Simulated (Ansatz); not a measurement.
# C on Pd(111): change of the work function, part 4 of 4

How does C on the fcc site change the work function of Pd(111) as the layer fills?

Ansatz 0.2.0; plane-wave DFT, PBE, Ansatz PAW.

So far, work function, upper face (eV): step 2 (the clean slab) 5.27; step 3 (37 atoms, coverage 0.111 ML, cell 3x3) 5.38; step 4 (17 atoms, coverage 0.25 ML, cell 2x2) 5.53; step 5 (18 atoms, coverage 0.5 ML, cell 2x2) 5.76.

### Step 6. The covered slab, k-mesh 12×12×1, coverage 1 ML

System of this step: Pd4C (C/Pd(111)). The cell holds 5 atoms: 4 Pd and 1 C. Its edges and angles: a = 2.751 Å, b = 2.751 Å, c = 26.387 Å, α = 90.0°, β = 90.0°, γ = 60.0°. Vacuum lies along c.

Another coverage, to see how the dipoles act on each other as their distance changes.

Input file input.yaml:

```yaml
crystal:
  lattice:
    - [2.7506453788, 0.0, 0.0]
    - [1.3753226894, 2.3821287749, 0.0]
    - [0.0, 0.0, 26.386991194]
  atoms:
    - { symbol: Pd, position: [0.0, 0.0, 0.3410771593] }
    - { symbol: Pd, position: [0.3333333333, 0.3333333333, 0.4261907872] }
    - { symbol: Pd, position: [0.6666666667, 0.6666666667, 0.5131272712] }
    - { symbol: Pd, position: [0.0, 0.0, 0.6004330023] }
    - { symbol: C, position: [0.3333333333, 0.3333333333, 0.6589228407] }
kpoints:
  mp_grid: { grid: [12, 12, 1] }
hamiltonian:
  xc: pbe
scf:
  occupations: { method: fermi_dirac, width: 0.1 }
  convergence: { dr2_threshold: 1.0e-08 }
efield:
  axis: 3
  dipole_correction: true
  ramp_position: 0.97
  ramp_width: 0.06
relax:
  f_tol: 0.02
  max_steps: 60
  constraints: [{ sites: [0, 1] }]
output:
  write_potential: true
  write_density: true
  volumetric_format: npy
```

Launch:

```bash
$ ansatz run input.yaml --threads 4 --pin off --max-ram 16384MiB --backend cpu --events-out ev --progress --plain --runs-dir out
```

Output:

```text
[...]
Crystal: 5 atoms, lattice volume = 172.898 Å³
Basis set: ecut = 420 eV, 3359 PW (Γ), exchange–correlation on 40×40×360 points (8 copies of the dense FFT grid, shifted against one another)
Bands: 46, of which v1, the nominal top of the filled ones, is band 38 counted from 1 (37 counted from 0)
Symmetry: 6 space group operations
[...]
F+E_penalty+E_count = -28138.24807004 eV   max|allowed force component| = 3.290e-3 eV/Å
  atoms:
    - { symbol: Pd, position: [-1.480297e-17, -1.480297e-17, 0.3410771593] }
    - { symbol: Pd, position: [0.333333, 0.333333, 0.4261907872] }
    - { symbol: Pd, position: [0.666667, 0.666667, 0.514098] }
    - { symbol: Pd, position: [-8.081686e-18, -1.480297e-17, 0.605898] }
    - { symbol: C, position: [0.333333, 0.333333, 0.649874] }
[key lines of the parts left out:]
SCF converged after 9 iterations
Free energy (F): -28138.248070 eV
Fermi energy:    3.743266 eV
Dipole field:    D = -0.034334 V/Å  (p = -0.032806 e·Å, saw-weighted, corrected)
Work function:   Φ+ = 6.1357 eV   Φ− = 5.2298 eV
```

Wall time 22 s (4 threads of Arm Neoverse V1, shared host); peak memory 0.51 GiB; 86 s of CPU time.

Relaxation path:

```
step  energy less that of the first step (eV)  largest force component (eV/Å)
   1                                   0.0000                          2.3087
   2                                  -0.2663                          1.4661
   3                                  -0.4583                          0.5139
   4                                  -0.4701                          0.2433
   5                                  -0.4723                          0.0033
```

Forces are held to the 6 operations that the program found; a distortion that breaks them can't arise in this run.

The atoms that moved most (Å):

| atom | dx | dy | dz | length |
| --- | --- | --- | --- | --- |
| C5 | 0.000 | 0.000 | -0.239 | 0.239 |
| Pd4 | 0.000 | 0.000 | 0.144 | 0.144 |
| Pd3 | 0.000 | 0.000 | 0.026 | 0.026 |

The relaxed structure:

```
Pd C
1.0
     2.75065    0.00000    0.00000
     1.37532    2.38213    0.00000
     0.00000    0.00000   26.38699
Pd C
4 1
Cartesian
  0.0000 0.0000 9.0000
  1.3753 0.7940 11.2459
  2.7506 1.5881 13.5655
  0.0000 0.0000 15.9878
  1.3753 0.7940 17.1482
```

Running mean over 2.246 Å of the planar mean; the ramp of the sawtooth is left out. Electron's electrostatic potential energy less the Fermi level against z:

z (Å), electron's electrostatic potential energy less the Fermi level (eV) and a bar from the least value:
```
      3.5        5.2 #############################
      4.0        5.2 #############################
      4.5        5.2 #############################
      5.0        5.2 #############################
      5.5        5.2 #############################
      6.0        5.2 #############################
      6.5        5.0 ############################
      7.0        4.4 ###########################
      7.5        1.8 #######################
      8.0       -3.1 ################
      8.5       -7.1 ##########
      9.0       -8.3 ########
      9.5       -8.4 #######
     10.0       -8.5 #######
     10.5       -8.5 #######
     11.0       -8.5 #######
     11.5       -8.4 #######
     12.0       -8.0 ########
     12.5       -7.9 ########
     13.0       -8.2 ########
     13.5       -8.5 #######
     14.0       -8.3 ########
     14.5       -7.6 #########
     15.0       -8.0 ########
     15.5       -9.7 ######
     16.0      -12.3 #
     16.5      -13.2 
     17.0       -9.4 ######
     17.5       -3.9 ##############
     18.0        0.3 #####################
     18.5        4.0 ###########################
     19.0        5.7 #############################
     19.5        6.1 ##############################
     20.0        6.1 ##############################
     20.5        6.1 ##############################
     21.0        6.1 ##############################
     21.5        6.1 ##############################
     22.0        6.1 ##############################
     22.5        6.1 ##############################
     23.0        6.1 ##############################
```

The relaxation took 5 steps and lowered the energy by 0.47 eV; the largest force on the free atoms ends at 0.0033 eV/Å.

The covered face has 6.14 eV, +0.87 eV against the clean one; the bare back face has moved by -0.02 eV, a measure of how thin the slab is.

### Step 7. Work function against coverage

This step: plane-wave DFT, PBE, Ansatz PAW; work function against coverage (Ansatz 0.2.0).

The runs are now put side by side.

This step gave:

```
work function of the clean face     : 5.268 eV
largest change of the work function : 0.8676 eV
```

Work function of the covered face against coverage:

```
coverage (adsorbates/nm²)  work function of the covered face (eV)
                     0.00                                    5.27
                     1.70                                    5.38
                     3.82                                    5.53
                     7.63                                    5.76
                    15.26                                    6.14
```

The dipole per adsorbate comes from the change of the cell's dipole. Coverage, by row:

```
coverage (1/nm²)  coverage (ML)  work function (eV)  change (eV)  dipole per adsorbate, positive end outwards (debye)  mean height of the added atoms over the highest substrate atom (Å)
           1.696         0.1111               5.379       0.1112                                               -0.171                                                               0.853
           3.815           0.25               5.531       0.2626                                               -0.185                                                              0.9603
           7.631            0.5               5.759       0.4908                                               -0.171                                                               1.008
           15.26              1               6.136       0.8676                                               -0.154                                                                1.16
```

### Step 8. Outcome

```yaml
work_function_of_the_clean_face: 5.27 eV
work_function_at_0p11_ml: 5.38 eV
work_function_at_0p25_ml: 5.53 eV
work_function_at_0p5_ml: 5.76 eV
work_function_at_1_ml: 6.14 eV
dipole_per_adsorbate_at_0p11_ml_positive_end_outwards: -0.17 D
```

In words: At the lowest coverage C changes the work function of Pd(111) by under 0.15 eV, within the error of so thin a slab; the largest change, +0.87 eV, comes at higher coverage. The slab has 4 layers, at the tabulated experimental lattice constant, one starting site was run, and quantum-size effects of a slab this thin can reach one or two tenths of an eV.

[Long decimals in the printed logs are rounded to 6 places.]

[Logs are printed without paths, hosts, clocks, repeated set-up lines and the standing remarks that a program may print on its own settings, such as how far it seeks lower states.]

[Hosts, paths, dates, database ids (printed as entryN), source tags and the programs' standing remarks are cut or masked in the printed files.]

[Maps of the electrostatic potential energy from Ansatz leave out the sawtooth potential of an applied field or a dipole correction, so their vacuum need not be flat; planar profiles and work functions include it.]
